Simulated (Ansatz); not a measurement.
## What (BP)2(AlN)1 [001] superlattice, started as zinc blende distorts into

Which phase does (BP)2(AlN)1 [001] superlattice, started as zinc blende fall into along its unstable mode, and how much energy does it gain?

Program: Ansatz 0.2.0. Level of theory: DFT PBEsol, scalar-relativistic, plane waves, PAW. Results are calculated unless marked as measured.

Report form: the programs' logs are mostly left out.

The structure was built from a prototype and need not be the compound's stable phase.

## 1. The starting structure

The structure is orthorhombic, space group Imm2 (No. 44). The conventional cell has a = 3.099 Å, b = 3.224 Å, c = 13.799 Å, α = 90.00°, β = 90.00°, γ = 90.00°. Nearest to Al lie 2 N at 1.89 Å and 2 P at 2.31 Å. Nearest to B lie 2 N at 1.76 Å and 2 P at 1.96 Å. Nearest to B lie 4 P at 1.93 to 1.94 Å. Nearest to N lie 2 B at 1.76 Å and 2 Al at 1.89 Å. Nearest to P lie 4 B at 1.93 to 1.96 Å. P has 2 B at 1.94 Å and 2 Al at 2.31 Å nearest. Farther neighbours and most contacts between anions are not listed.

## 2. Linear response at the zone centre

The cell comes from relaxations at this level that are not shown. The zone centre is the only wavevector solved here; it holds the modes that light can see, as far as symmetry allows. No field response is asked, since the mesh shows no gap.

input.yaml

```yaml
crystal:
  lattice:
    - [2.2797130241, 2.2797130241, 0.0]
    - [-2.1910097814, 2.1910097814, 0.0]
    - [2.2353614027, 0.0443516214, 6.8993021203]
  atoms:
    - { symbol: Al, position: [0.6400392196, 0.3599607804, 0.7199215608] }
    - { symbol: B, position: [0.0076679753, -0.0076679753, -0.0153359507] }
    - { symbol: B, position: [0.3429475267, 0.6570524733, 0.3141049466] }
    - { symbol: "N", position: [0.0683177609, 0.4316822391, 0.8633644783] }
    - { symbol: P, position: [0.4264180325, 0.0735819675, 0.1471639351] }
    - { symbol: P, position: [0.7646094851, 0.7353905149, 0.4707810299] }
kpoints:
  mp_grid: { grid: [12, 12, 12] }
hamiltonian:
  xc: pbesol
scf:
  occupations: { method: methfessel_paxton, width: 0.2 }
output:
  eigenvalues: true
phonons:
  method: dfpt
```

The run is started by

```
ansatz run input.yaml --threads 8 --pin off --max-ram 14336MiB --backend cpu --events-out ev --progress --plain --runs-dir out
```

Run time: 2.7 min. Hardware: 8 threads of Intel Xeon Platinum 8488C (Sapphire Rapids), shared host; peak memory 3.7 GiB.

This step gave:

* volume per atom: 11.49 Å³
* gap on the k-mesh: 0 eV
* sum-rule residual before enforcement: 4.27e-5 eV/Å²
* point group: mm2
* highest optical mode at the zone centre (no LO-TO term): 806.7 cm⁻¹
* lowest optical zone-centre mode: -179.3 cm⁻¹

Patterns of degenerate modes are one choice out of their space. The modes at Γ (shares of kinetic energy by element, %) (negative means imaginary):

| mode | frequency (cm⁻¹) | symmetry | Al % | B % | N % | P % |
| --- | --- | --- | --- | --- | --- | --- |
| 1 | -179.3 | B1 | 0 | 57 | 43 | 0 |
| 2 | 0.0 | acoustic | 22 | 17 | 11 | 50 |
| 3 | 0.0 | acoustic | 22 | 17 | 11 | 50 |
| 4 | 0.0 | acoustic | 22 | 17 | 11 | 50 |
| 5 | 188.8 | B1 | 20 | 11 | 9 | 60 |
| 6 | 215.2 | B2 | 37 | 12 | 13 | 38 |
| 7 | 272.4 | B2 | 14 | 16 | 3 | 67 |
| 8 | 333.1 | B1 | 14 | 33 | 24 | 30 |
| 9 | 394.2 | B1 | 44 | 9 | 13 | 33 |
| 10 | 406.8 | A1 | 45 | 7 | 0 | 47 |
| 11 | 441.2 | A1 | 10 | 13 | 20 | 56 |
| 12 | 601.8 | A1 | 22 | 13 | 39 | 25 |
| 13 | 690.2 | B2 | 21 | 25 | 43 | 11 |
| 14 | 752.9 | B2 | 3 | 67 | 12 | 19 |
| 15 | 760.1 | B1 | 0 | 72 | 0 | 27 |
| 16 | 788.5 | A1 | 0 | 83 | 2 | 15 |
| 17 | 791.4 | A1 | 1 | 66 | 27 | 7 |
| 18 | 806.7 | B2 | 4 | 63 | 18 | 16 |

Displacements in mode 1 (-179.3 cm⁻¹), the largest set to 1:
```
Al1 -0.05  0.05  0.00
B2   1.00 -1.00  0.00
B3   0.03 -0.03  0.00
N4  -0.76  0.76  0.00
P5   0.02 -0.02  0.00
P6   0.01 -0.01  0.00
```

Displacements in mode 5 (188.8 cm⁻¹), the largest set to 1:
```
Al1 -0.83  0.83  0.00
B2   0.60 -0.60  0.00
B3   0.78 -0.78  0.00
N4   0.77 -0.77  0.00
P5   0.90 -0.90  0.00
P6  -1.00  1.00  0.00
```

Before it was imposed, the acoustic sum rule was missed by 4.3e-5 eV/Å². Small misses are needed for a sound result but don't prove that mesh and cutoff are converged. The lowest optical mode is imaginary, 179.3i cm⁻¹, so the energy falls along it.

## 3. The mode frozen in, largest atomic shift 0 Å

The mode followed lies at Γ with frequency 179.3i cm⁻¹, the softest among the wavevectors solved. At small amplitude the distorted cell has space group no. 8 by a symmetry search on the positions. The undistorted cell that holds it gives the zero of energy on the same k mesh.

Edit input.yaml of step 2 so:

```diff
@@ -7,3 +7,3 @@
     - { symbol: Al, position: [0.6400392196, 0.3599607804, 0.7199215608] }
-    - { symbol: B, position: [0.0076679753, -0.0076679753, -0.0153359507] }
+    - { symbol: B, position: [0.0076679753, 0.9923320247, 0.9846640493] }
     - { symbol: B, position: [0.3429475267, 0.6570524733, 0.3141049466] }
@@ -19,4 +19,4 @@
 output:
+  forces: true
+  stress: true
   eigenvalues: true
-phonons:
-  method: dfpt
```

The job ended after 3.1 s (8 threads; peak memory 0.78 GiB).

Numbers from this step:

```
pressure                         : 1.54e-4 GPa
energy from the undistorted cell : 0 meV/atom
```

The run ends at a pressure of 0.00 GPa, with forces up to 6.6e-4 eV/Å.

## 4. The mode frozen in, largest atomic shift 0.08 Å

The atoms are moved along the unstable eigenvector, the largest shift by 0.08 Å, with the cell fixed.

input.yaml, the sections that differ from step 3:

```yaml
crystal:
  lattice:
    - [2.2797130241, 2.2797130241, 0.0]
    - [-2.1910097814, 2.1910097814, 0.0]
    - [2.2353614027, 0.0443516214, 6.8993021203]
  atoms:
    - { symbol: Al, position: [0.6400392196, 0.3611814531, 0.7199215608] }
    - { symbol: B, position: [0.0076679753, 0.9665135445, 0.9846640493] }
    - { symbol: B, position: [0.3429475267, 0.6561761004, 0.3141049466] }
    - { symbol: "N", position: [0.0683177609, 0.451342377, 0.8633644783] }
    - { symbol: P, position: [0.4264180325, 0.0730826875, 0.1471639351] }
    - { symbol: P, position: [0.7646094851, 0.7352523581, 0.4707810299] }
# kpoints, hamiltonian, scf, output: as in step 3
```

Elapsed: 5.2 s, on 8 threads; peak memory 0.99 GiB; 39 s of CPU time.

This step gave:

| Item | Value |
| --- | --- |
| pressure | 0.6502 GPa |
| energy from the undistorted cell | -0.875 meV/atom |

The energy, extrapolated to zero smearing, is -0.88 meV/atom against the undistorted cell.

The run ends at a pressure of 0.65 GPa, with forces up to 0.18 eV/Å.

## 5. Energy along the mode, all amplitudes (two of the runs are shown above)

An imaginary frequency means negative curvature, so the energy should fall and then rise again as anharmonic terms take over.

Numbers from this step:

```yaml
depth_at_the_lowest_point_sampled: 0.875 meV/atom
largest_atomic_shift_at_that_point: 0.08 Å
```

Energy from the parent against largest shift of an atom, one sign:

| largest shift of an atom, one sign (Å) | energy from the parent (meV/atom) |
| --- | --- |
| 0.0000 | 0 |
| 0.0400 | -0.28 |
| 0.0800 | -0.875 |
| 0.1400 | -0.468 |
| 0.2200 | 12.0 |

Displacement at unit largest shift by atom:

| atom | x (Å) | y (Å) | z (Å) | size |
| --- | --- | --- | --- | --- |
| Al1 | -0.033 | 0.033 | 0.000 | 0.047 |
| B2 | 0.707 | -0.707 | 0.000 | 1.000 |
| B3 | 0.024 | -0.024 | 0.000 | 0.034 |
| N4 | -0.538 | 0.538 | 0.000 | 0.761 |
| P5 | 0.014 | -0.014 | 0.000 | 0.020 |
| P6 | 0.004 | -0.004 | 0.000 | 0.006 |

The lowest of the steps tried is at 0.08 Å, 0.875 meV/atom below the parent; the bottom of the well need not coincide with a step.

## 6. Relaxing from the distorted cell

Starting from the lowest point found, all atoms and the cell are let go, so that strain and other modes of the same symmetry can join in.

Edit input.yaml of step 4 so:

```diff
@@ -22 +22,6 @@
   eigenvalues: true
+relax:
+  adjacent_minimum: "off"
+  f_tol: 0.002
+  max_steps: 120
+  cell: { stress_tol: 0.03 }
```

Wall time 3.4 min (8 threads); peak memory 1.1 GiB; 26 min of CPU time.

Step by step (22 of 34):

| step | energy less that of the first step (eV) | largest force component (eV/Å) | pressure (GPa) | volume (Å³) |
| --- | --- | --- | --- | --- |
| 1 | 0.0000 | 0.1776 | 0.65 | 68.92 |
| 3 | -0.0105 | 0.1962 | -0.08 | 69.52 |
| 4 | -0.0656 | 0.7113 | -0.84 | 71.28 |
| 6 | -0.3198 | 1.3433 | -1.75 | 75.15 |
| 7 | -0.4161 | 0.4104 | -1.51 | 78.32 |
| 9 | -0.5124 | 0.3001 | -0.59 | 78.38 |
| 10 | -0.5169 | 0.1412 | -0.33 | 78.37 |
| 12 | -0.5188 | 0.0265 | 0.02 | 78.55 |
| 14 | -0.5188 | 0.0010 | 0.00 | 78.54 |
| 15* | -0.5758 | 0.0064 | 0.75 | 78.54 |
| 17 | -0.5580 | 0.7526 | -2.20 | 81.15 |
| 18 | -0.5898 | 0.0181 | 0.06 | 80.02 |
| 20 | -0.5909 | 0.0049 | -0.01 | 80.22 |
| 21 | -0.5829 | 0.5495 | 0.11 | 80.15 |
| 23 | -0.5895 | 0.1594 | 0.10 | 80.25 |
| 25 | -0.5910 | 0.0060 | -0.01 | 80.30 |
| 26 | -0.5910 | 0.0019 | 0.00 | 80.29 |
| 28 | -0.5966 | 0.0053 | -0.01 | 80.40 |
| 29 | -0.5962 | 0.0979 | -0.13 | 80.50 |
| 31 | -0.5968 | 0.0196 | -0.03 | 80.42 |
| 32 | -0.5968 | 0.0044 | 0.01 | 80.42 |
| 34* | -0.5970 | 0.0003 | 0.00 | 80.42 |

Relaxation steps marked * repeat the geometry before them on a plane-wave basis chosen anew for their cell, so energy and pressure can jump there. Other such steps can lie between the rows shown. Relaxation steps 17, 19, 21, 23, 29 were tried and not accepted.

Forces are held to the 2 operations that the run works with; a distortion that breaks them can't arise in this run.

| cell as run | before | after | change |
| --- | --- | --- | --- |
| a (Å) | 3.224 | 3.202 | -0.7 % |
| b (Å) | 3.099 | 3.471 | +12.0 % |
| c (Å) | 7.253 | 8.172 | +12.7 % |
| α (°) | 102.33 | 114.92 | +12.3 % |
| β (°) | 77.16 | 78.70 | +2.0 % |
| volume (Å³/atom) | 11.49 | 13.40 | +16.7 % |

The atoms that moved most (Å, as changes of fractional coordinates times the final cell):

| atom | dx | dy | dz | length |
| --- | --- | --- | --- | --- |
| N4 | -0.466 | 0.466 | -0.360 | 0.751 |
| B2 | 0.445 | -0.445 | 0.295 | 0.695 |
| Al1 | -0.342 | 0.342 | -0.259 | 0.549 |
| P5 | 0.311 | -0.311 | 0.212 | 0.488 |
| B3 | 0.118 | -0.118 | 0.083 | 0.186 |
| P6 | -0.066 | 0.066 | 0.029 | 0.098 |

The relaxed structure:

```xyz
6
Lattice="2.2643 2.2643 0.0000 -2.4382 2.4382 -0.3934 2.9707 -0.7064 7.5798" Properties=species:S:1:pos:R:3 pbc="T T T"
Al    2.3653    2.1633    5.0558
B     1.0306    1.2337    7.3784
B     0.2277    2.0366    2.2059
N     1.1535    1.1108    6.0062
P     1.5353    0.7290    1.2985
P     1.2713    3.2572    3.3083
```

Numbers from this step:

- pressure: 0.002777 GPa
- volume per atom: 13.40 Å³
- gap on the k-mesh: 0.2508 eV

The distorted start has space group Cm; the relaxation ends in Cm.

## 7. The new phase in its own primitive cell

The relaxed structure is symmetrised, reduced to its primitive cell and relaxed tightly, as its phonons need.

input.yaml

```yaml
crystal:
  lattice:
    - [7.2362187028, -1.6011004201, 0.0]
    - [7.2362187028, 1.6011004201, 0.0]
    - [-0.0133650436, 0.0, 3.4704821079]
  atoms:
    - { symbol: Al, position: [0.3459735999, 0.3459735999, 0.2116038906] }
    - { symbol: B, position: [0.0076635427, 0.0076635427, 0.2080619106] }
    - { symbol: B, position: [0.6614619736, 0.6614619736, 0.7084612216] }
    - { symbol: "N", position: [0.9121003621, 0.9121003621, 0.2114594236] }
    - { symbol: P, position: [0.5846775098, 0.5846775098, 0.2069853475] }
    - { symbol: P, position: [0.2381230119, 0.2381230119, 0.7098796854] }
kpoints:
  mp_grid: { grid: [10, 10, 8] }
hamiltonian:
  xc: pbesol
scf:
  occupations: { method: fixed }
output:
  forces: true
  stress: true
  eigenvalues: true
relax:
  adjacent_minimum: "off"
  f_tol: 0.001
  max_steps: 60
  cell: { stress_tol: 0.01 }
```

It took 37 s on 8 threads; peak memory 0.74 GiB.

Step by step:

| step | energy less that of the first step (eV) | largest force component (eV/Å) | pressure (GPa) | volume (Å³) |
| --- | --- | --- | --- | --- |
| 1 | 0.0000 | 0.0056 | 0.00 | 80.42 |
| 2 | 0.0000 | 0.0042 | 0.00 | 80.41 |
| 3 | 0.0000 | 0.0028 | 0.00 | 80.42 |
| 4 | 0.0000 | 0.0010 | 0.00 | 80.41 |
| 5 | 0.0020 | 0.3228 | 0.03 | 80.45 |
| 6 | 0.0000 | 0.0001 | 0.00 | 80.41 |
| 7* | 0.0000 | 0.0002 | 0.00 | 80.41 |
| 8 | 0.0000 | 0.0016 | 0.00 | 80.41 |
| 9 | 0.0000 | 0.0018 | 0.00 | 80.42 |
| 10 | 0.0000 | 0.0001 | 0.00 | 80.41 |
| 11* | 0.0000 | 0.0001 | 0.00 | 80.41 |

Relaxation steps marked * repeat the geometry before them on a plane-wave basis chosen anew for their cell, so energy and pressure can jump there. Relaxation step 5 was tried and not accepted.

Forces are held to the 2 operations that the run works with; a distortion that breaks them can't arise in this run.

| cell as run | before | after | change |
| --- | --- | --- | --- |
| a (Å) | 7.411 | 7.412 | +0.0 % |
| b (Å) | 7.411 | 7.412 | +0.0 % |
| c (Å) | 3.471 | 3.470 | -0.0 % |
| α (°) | 90.22 | 90.00 | -0.2 % |
| β (°) | 90.22 | 90.00 | -0.2 % |
| volume (Å³/atom) | 13.40 | 13.40 | -0.0 % |

The relaxed structure:

```xyz
6
Lattice="7.2368 -1.6011 0.0137 7.2368 1.6011 0.0137 -0.0068 0.0000 3.4701" Properties=species:S:1:pos:R:3 pbc="T T T"
Al    5.0063    0.0000    0.7363
B     0.1096    0.0000    0.7268
B     9.5687    0.0000    2.4798
N    13.2000    0.0000    0.7517
P     8.4609    0.0000    0.7425
P     3.4415    0.0000    2.4683
```

This step gave:

```
pressure           : -4.73e-4 GPa
gap on the k-mesh  : 0.2043 eV
direct gap on mesh : 0.7428 eV
```

The largest force component left is 0.070 meV/Å and the pressure is 0.000 GPa, within the tolerances set. The cell now holds 13.40 Å³/atom.

## 8. Modes of the new phase, k-mesh 10×10×8, occupations fixed

A relaxed structure may still be a saddle point, so its zone-centre modes are computed. No field response is asked.

input.yaml

```yaml
crystal:
  lattice:
    - [7.2368249471, -1.6010659534, 0.0136634624]
    - [7.2368249471, 1.6010659534, 0.0136634624]
    - [-0.0068131826, 0.0, 3.4701398123]
  atoms:
    - { symbol: Al, position: [0.3459918833, 0.3459918833, 0.2094478309] }
    - { symbol: B, position: [0.0076726413, 0.0076726413, 0.2093849775] }
    - { symbol: B, position: [0.6614479728, 0.6614479728, 0.7093936267] }
    - { symbol: "N", position: [0.9121029749, 0.9121029749, 0.2094428971] }
    - { symbol: P, position: [0.5846715116, 0.5846715116, 0.2093656981] }
    - { symbol: P, position: [0.2381130161, 0.2381130161, 0.7094164491] }
kpoints:
  mp_grid: { grid: [10, 10, 8] }
hamiltonian:
  xc: pbesol
scf:
  occupations: { method: fixed }
output:
  eigenvalues: true
phonons:
  method: dfpt
```

Elapsed: 59 s, on 8 threads; peak memory 1.6 GiB; 6.9 min of CPU time.

Numbers from this step:

| Item | Value |
| --- | --- |
| sum-rule residual before enforcement | 9.32e-5 eV/Å² |
| point group | m |
| highest optical mode at the zone centre (no LO-TO term) | 1372 cm⁻¹ |
| lowest optical zone-centre mode | 140.7 cm⁻¹ |

Patterns of degenerate modes are one choice out of their space. Modes at Γ, with each element's share of the kinetic energy:

| mode | frequency (cm⁻¹) | symmetry | Al % | B % | N % | P % |
| --- | --- | --- | --- | --- | --- | --- |
| 1 | 0.0 | acoustic | 22 | 17 | 11 | 50 |
| 2 | 0.0 | acoustic | 22 | 17 | 11 | 50 |
| 3 | 0.0 | acoustic | 22 | 17 | 11 | 50 |
| 4 | 140.7 | A' | 26 | 11 | 3 | 60 |
| 5 | 212.4 | A'' | 42 | 9 | 17 | 31 |
| 6 | 242.8 | A' | 1 | 9 | 71 | 19 |
| 7 | 248.3 | A'' | 6 | 22 | 2 | 71 |
| 8 | 412.0 | A' | 1 | 10 | 7 | 81 |
| 9 | 431.8 | A' | 45 | 14 | 6 | 35 |
| 10 | 445.2 | A' | 5 | 81 | 4 | 11 |
| 11 | 450.8 | A' | 56 | 7 | 5 | 32 |
| 12 | 583.6 | A' | 1 | 69 | 5 | 25 |
| 13 | 645.2 | A' | 21 | 24 | 37 | 19 |
| 14 | 716.7 | A'' | 16 | 41 | 28 | 15 |
| 15 | 723.2 | A' | 0 | 82 | 0 | 18 |
| 16 | 745.5 | A'' | 11 | 46 | 29 | 14 |
| 17 | 819.5 | A'' | 3 | 64 | 13 | 19 |
| 18 | 1371.7 | A' | 0 | 60 | 40 | 0 |

Displacements in mode 4 (140.7 cm⁻¹), the largest set to 1:
```
Al1  0.00  0.00 -0.80
B2   0.00  0.00  0.55
B3   0.00  0.00  0.59
N4   0.00  0.00 -0.36
P5   0.00  0.00  1.00
P6   0.00  0.00 -0.54
```

Displacements in mode 14 (716.7 cm⁻¹), the largest set to 1:
```
Al1  0.00 -0.48  0.00
B2   0.00  1.00  0.00
B3   0.00 -0.68  0.00
N4   0.00  0.87  0.00
P5   0.00 -0.35  0.00
P6   0.00  0.26  0.00
```

Before it was imposed, the acoustic sum rule was missed by 9.3e-5 eV/Å². Small misses are needed for a sound result but don't prove that mesh and cutoff are converged. The lowest optical mode is real, 141 cm⁻¹.

## 9. The phases reached

The phases reached along the modes that were followed are set side by side.

Energies are those of the first relaxation, on the mesh of the frozen mode; space group, volume and gap are those of the last relaxation. Phases, by row:

| mode frozen in | space group | energy from parent (meV/atom) | volume (Å³/atom) | gap on mesh (eV) | lowest zone-centre optical mode (cm⁻¹) | largest shift (Å) |
| --- | --- | --- | --- | --- | --- | --- |
| parent | Imm2 | 0 | 11.49 | 0 | – | – |
| q = (0, 0, 0), 179i cm⁻¹ | Amm2 | -100.3 | 13.4 | 0.204 | 140.7 | 0.818 |

## 10. Summary of results

```json
{
 "unstable mode of the parent": "q = (0, 0, 0), 179i cm⁻¹",
 "depth at the lowest point sampled": "0.875 meV/atom",
 "largest atomic shift at that point": "0.08 Å",
 "space group reached (within 0.01 Å)": "Amm2",
 "energy gained over the parent (first relaxation, on the mesh of the frozen mode)": "100 meV/atom",
 "volume per atom, phase reached": "13.4 Å³",
 "gap on the k-mesh, phase reached": "0.204 eV",
 "lowest optical zone-centre mode, phase reached": "141 cm⁻¹",
 "highest optical mode at the zone centre (no LO-TO term), phase reached": "1372 cm⁻¹"
}
```

In words: Along this mode the structure falls into Amm2, 100 meV/atom below the parent. At the parent's cell the well is 0.875 meV/atom deep on the steps tried, with its lowest point at a shift of 0.08 Å. Relaxing atoms and cell changes the gain by +99.47 meV/atom against the lowest step (energies at zero smearing). Most of the total comes from this relaxation. The new phase has no imaginary mode at the zone centre of its cell; other wavevectors were not checked. How so shallow a well moves with the k mesh was not tested. Each path keeps the symmetry of its pattern, so a lower phase may lie along a pattern not tried. With no gap, or one that is small against the smearing, the frequencies hang on the k mesh and the smearing, most of all near Kohn anomalies. The starting cell was built on a prototype and not taken from a measurement, so the phase need not exist.

[Logs are printed without paths, hosts, clocks, repeated set-up lines and the standing remarks that a program may print on its own settings, such as how far it seeks lower states.]

[Hosts, paths, dates, database ids (printed as entryN), source tags and the programs' standing remarks are cut or masked in the printed files.]
